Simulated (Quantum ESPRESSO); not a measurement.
# ZnS (F-43m): phonon frequency against volume, with a fit

Wanted: a fit of frequency against volume for ZnS (F-43m), tested on a run that is left out of it.

Main program and level: Quantum ESPRESSO 7.5; DFT LDA, scalar-relativistic, plane waves, JTH PAW pseudopotentials.

The database entry behind the starting cell differs from later determinations by our own check (about 0.1 % short), so it need not match the best structure at ambient conditions.

## 1. The relaxed structure

The structure is cubic, space group F-43m (No. 216). Conventional cell: a = 5.294 Å, b = 5.294 Å, c = 5.294 Å, α = 90.00°, β = 90.00°, γ = 90.00°. Nearest to Zn lie 4 S at 2.29 Å. S has 4 Zn at 2.29 Å nearest. Farther neighbours and most contacts between anions are not listed.

Structure file:

```
CELL_PARAMETERS angstrom
-2.64710 0.00000 2.64710
0.00000 2.64710 2.64710
-2.64710 2.64710 0.00000
ATOMIC_POSITIONS crystal
Zn 0.25000 0.25000 0.25000
S 0.00000 0.00000 0.00000
```

This is the cell after its relaxation at this level of theory, not the database cell from which that began.

## 2. Runs at several volumes

The relaxed cell is scaled uniformly; in this structure symmetry fixes all atoms, so nothing has to be relaxed anew. Each volume gets a ground state and a response at Γ. The mode followed is the highest one without the macroscopic field, of symmetry T2; longitudinal polar modes lie higher. Cutoff 60 Ry, k mesh 8×8×8.

From the response at V/V₀ = 0.94:

Log:

```text
[banners, grids, parts of the stress and lines that vanish by symmetry left out]
Program PHONON v.7.5
     Reading xml data from directory:

[...]
Exchange-correlation= PW
                           (   1   4   0   0   0   0   0)
[...]
kinetic-energy cut-off    =      60.0000  Ry
     charge density cut-off    =     480.0000  Ry
     convergence threshold     =      1.0E-18
[...]
Exchange-correlation= PW
                           (   1   4   0   0   0   0   0)
[...]
q = (   0.0000000   0.0000000   0.0000000 )
     25 Sym.Ops. (with q -> -q+G )
     G cutoff = 1167.7935  (  41655 G-vectors)     FFT grid: ( 50, 50, 50)
     G cutoff =  583.8968  (  14649 G-vectors)  smooth grid: ( 36, 36, 36)
     number of k points=    29
[...]
Mode symmetry, T_d (-43m)  point group:
[...]
Dielectric constant
[...]
End of electric fields calculation
          Dielectric constant in cartesian axis
          (       6.288349932       0.000000000      -0.000000000 )
          (       0.000000000       6.288349932       0.000000000 )
          (      -0.000000000       0.000000000       6.288349932 )
          Effective charges (d Force / dE) in cartesian axis without acoustic sum rule applied (asr)
           atom    1  Zn    Mean Z*:        1.81808
      Ex  (        1.81808        0.00000        0.00000 )
      Ey  (        0.00000        1.81808       -0.00000 )
      Ez  (        0.00000       -0.00000        1.81808 )
           atom    2  S     Mean Z*:       -1.84108
      Ex  (       -1.84108       -0.00000       -0.00000 )
      Ey  (       -0.00000       -1.84108        0.00000 )
      Ez  (       -0.00000       -0.00000       -1.84108 )
          Effective charges Sum: Mean:       -0.02299
[...]
Effective charges (d Force / dE) in cartesian axis with asr applied:
           atom    1  Zn    Mean Z*:        1.82958
[...]
atom    2  S     Mean Z*:       -1.82958
[...]
Representation #   1 modes #   1   2   3
[...]
End of self-consistent calculation
     Convergence has been achieved
     Representation #   2 modes #   4   5   6
[...]
End of self-consistent calculation
     Convergence has been achieved
[...]
Dielectric constant in cartesian axis
          (       6.288349932       0.000000000      -0.000000000 )
          (       0.000000000       6.288349932       0.000000000 )
          (      -0.000000000       0.000000000       6.288349932 )
          Effective charges (d Force / dE) in cartesian axis without acoustic sum rule applied (asr)
           atom    1  Zn    Mean Z*:        1.81808
      Ex  (        1.81808        0.00000        0.00000 )
      Ey  (        0.00000        1.81808       -0.00000 )
      Ez  (        0.00000       -0.00000        1.81808 )
           atom    2  S     Mean Z*:       -1.84108
      Ex  (       -1.84108       -0.00000       -0.00000 )
      Ey  (       -0.00000       -1.84108        0.00000 )
      Ez  (       -0.00000       -0.00000       -1.84108 )
          Effective charges Sum: Mean:       -0.02299
[...]
Effective charges (d Force / dE) in cartesian axis with asr applied:
           atom    1  Zn    Mean Z*:        1.82958
[...]
atom    2  S     Mean Z*:       -1.82958
[...]
q = (    0.000000000   0.000000000   0.000000000 )
[...]
freq (    1) =       0.122729 [THz] =       4.093797 [cm-1]
     freq (    2) =       0.122729 [THz] =       4.093797 [cm-1]
     freq (    3) =       0.122729 [THz] =       4.093797 [cm-1]
     freq (    4) =       9.695609 [THz] =     323.410697 [cm-1]
     freq (    5) =       9.695609 [THz] =     323.410697 [cm-1]
     freq (    6) =       9.695609 [THz] =     323.410697 [cm-1]
[...]
Mode symmetry, T_d (-43m)  point group:
     freq (   1-   3) =          4.1  [cm-1]   --> T_2  G_15 P_4   I+R
     freq (   4-   6) =        323.4  [cm-1]   --> T_2  G_15 P_4   I+R

   JOB DONE.
```

One volume, V/V₀ = 1.03, is held back as a test.

| V/V₀ | volume (Å³/atom) | pressure (GPa) | ω (cm⁻¹) |
| --- | --- | --- | --- |
| 0.94 | 17.436 | 6.11 | 323.41 |
| 0.97 | 17.992 | 2.77 | 306.82 |
| 1 | 18.549 | -0.05 | 291.24 |
| 1.03 | 19.105 | -2.46 | held back |
| 1.06 | 19.662 | -4.49 | 262.42 |

## 3. The fit

The mode Grüneisen parameter is γ = −d ln ω / d ln V.

| ln(V/V₀) | ln ω |
| --- | --- |
| -0.0619 | 5.7789 |
| -0.0305 | 5.7263 |
| 0.0000 | 5.6741 |
| 0.0583 | 5.5699 |

A straight line through these points has the slope -1.742, so γ = 1.74; at V/V₀ = 1.03 it predicts ω = exp(5.6725 − 0.0515) = 276.17 cm⁻¹.

A parabola of pressure against ln V through V/V₀ = 0.97, 1 and 1.03 gives the bulk modulus B = −dP/d ln V = 87 GPa at V₀. With ω₀ from the fitted line the pressure coefficient follows as dω/dP = γ ω₀ / B = 1.74 × 290.8 / 87 = 5.83 cm⁻¹/GPa.

## 4. The run that was held back

Log:

```text
[banners, grids, parts of the stress and lines that vanish by symmetry left out]
[banner, memory and clock lines left out]
Program PHONON v.7.5

[...]
Exchange-correlation= PW
                           (   1   4   0   0   0   0   0)
[...]
kinetic-energy cut-off    =      60.0000  Ry
     charge density cut-off    =     480.0000  Ry
     convergence threshold     =      1.0E-18
[...]
Exchange-correlation= PW
                           (   1   4   0   0   0   0   0)
[...]
q = (   0.0000000   0.0000000   0.0000000 )
     25 Sym.Ops. (with q -> -q+G )
     G cutoff = 1241.1920  (  45767 G-vectors)     FFT grid: ( 50, 50, 50)
     G cutoff =  620.5960  (  16361 G-vectors)  smooth grid: ( 36, 36, 36)
     number of k points=    29
[...]
Mode symmetry, T_d (-43m)  point group:
[...]
Dielectric constant
[...]
End of electric fields calculation
          Dielectric constant in cartesian axis
          (       6.344608070       0.000000000      -0.000000000 )
          (       0.000000000       6.344608070      -0.000000000 )
          (      -0.000000000      -0.000000000       6.344608070 )
          Effective charges (d Force / dE) in cartesian axis without acoustic sum rule applied (asr)
           atom    1  Zn    Mean Z*:        1.94771
      Ex  (        1.94771       -0.00000        0.00000 )
      Ey  (       -0.00000        1.94771       -0.00000 )
      Ez  (        0.00000        0.00000        1.94771 )
           atom    2  S     Mean Z*:       -1.97067
      Ex  (       -1.97067       -0.00000       -0.00000 )
[...]
Representation #   1 modes #   1   2   3
[...]
End of self-consistent calculation
     Convergence has been achieved
     Representation #   2 modes #   4   5   6
[...]
End of self-consistent calculation
     Convergence has been achieved
[...]
Dielectric constant in cartesian axis
          (       6.344608070       0.000000000      -0.000000000 )
          (       0.000000000       6.344608070      -0.000000000 )
          (      -0.000000000      -0.000000000       6.344608070 )
          Effective charges (d Force / dE) in cartesian axis without acoustic sum rule applied (asr)
           atom    1  Zn    Mean Z*:        1.94771
      Ex  (        1.94771       -0.00000        0.00000 )
      Ey  (       -0.00000        1.94771       -0.00000 )
      Ez  (        0.00000        0.00000        1.94771 )
           atom    2  S     Mean Z*:       -1.97067
      Ex  (       -1.97067       -0.00000       -0.00000 )
      Ey  (       -0.00000       -1.97067       -0.00000 )
      Ez  (       -0.00000       -0.00000       -1.97067 )
          Effective charges Sum: Mean:       -0.02297
[...]
Effective charges (d Force / dE) in cartesian axis with asr applied:
           atom    1  Zn    Mean Z*:        1.95919
[...]
atom    2  S     Mean Z*:       -1.95919
[...]
q = (    0.000000000   0.000000000   0.000000000 )
[...]
freq (    1) =      -0.041960 [THz] =      -1.399631 [cm-1]
     freq (    2) =      -0.041960 [THz] =      -1.399631 [cm-1]
     freq (    3) =      -0.041960 [THz] =      -1.399631 [cm-1]
     freq (    4) =       8.287185 [THz] =     276.430748 [cm-1]
     freq (    5) =       8.287185 [THz] =     276.430748 [cm-1]
     freq (    6) =       8.287185 [THz] =     276.430748 [cm-1]
[...]
Mode symmetry, T_d (-43m)  point group:
     freq (   1-   3) =         -1.4  [cm-1]   --> T_2  G_15 P_4   I+R
     freq (   4-   6) =        276.4  [cm-1]   --> T_2  G_15 P_4   I+R
```

It gives 276.43 cm⁻¹ against the predicted 276.17 cm⁻¹, a miss of 0.3 cm⁻¹.

## 5. Results

| Property | Result |
| --- | --- |
| mode Grüneisen parameter | 1.742 |
| bulk modulus | 86.9 GPa |
| pressure coefficient | 5.83 cm⁻¹/GPa |

**Reading.** The highest optical mode of ZnS (F-43m) without the LO-TO term stiffens by 5.83 cm⁻¹ a GPa near the relaxed volume, with γ = 1.74. The power law meets all 5 runs within 0.17 %; between neighbouring volumes γ runs from 1.68 to 1.81. Such a coefficient turns a measured shift of this mode into a hydrostatic stress; uniaxial or biaxial stress splits the mode and needs deformation potentials. These are harmonic values at zero temperature for the structure held cubic, which a run at Γ can't show to be stable; the bulk modulus rests on three points.

[Host names and launcher messages were left out of these logs when they were recorded.]

[Logs are printed without paths, hosts, clocks, repeated set-up lines and the standing remarks that a program may print on its own settings, such as how far it seeks lower states.]

[Hosts, paths, dates, database ids (printed as entryN), source tags and the programs' standing remarks are cut or masked in the printed files.]
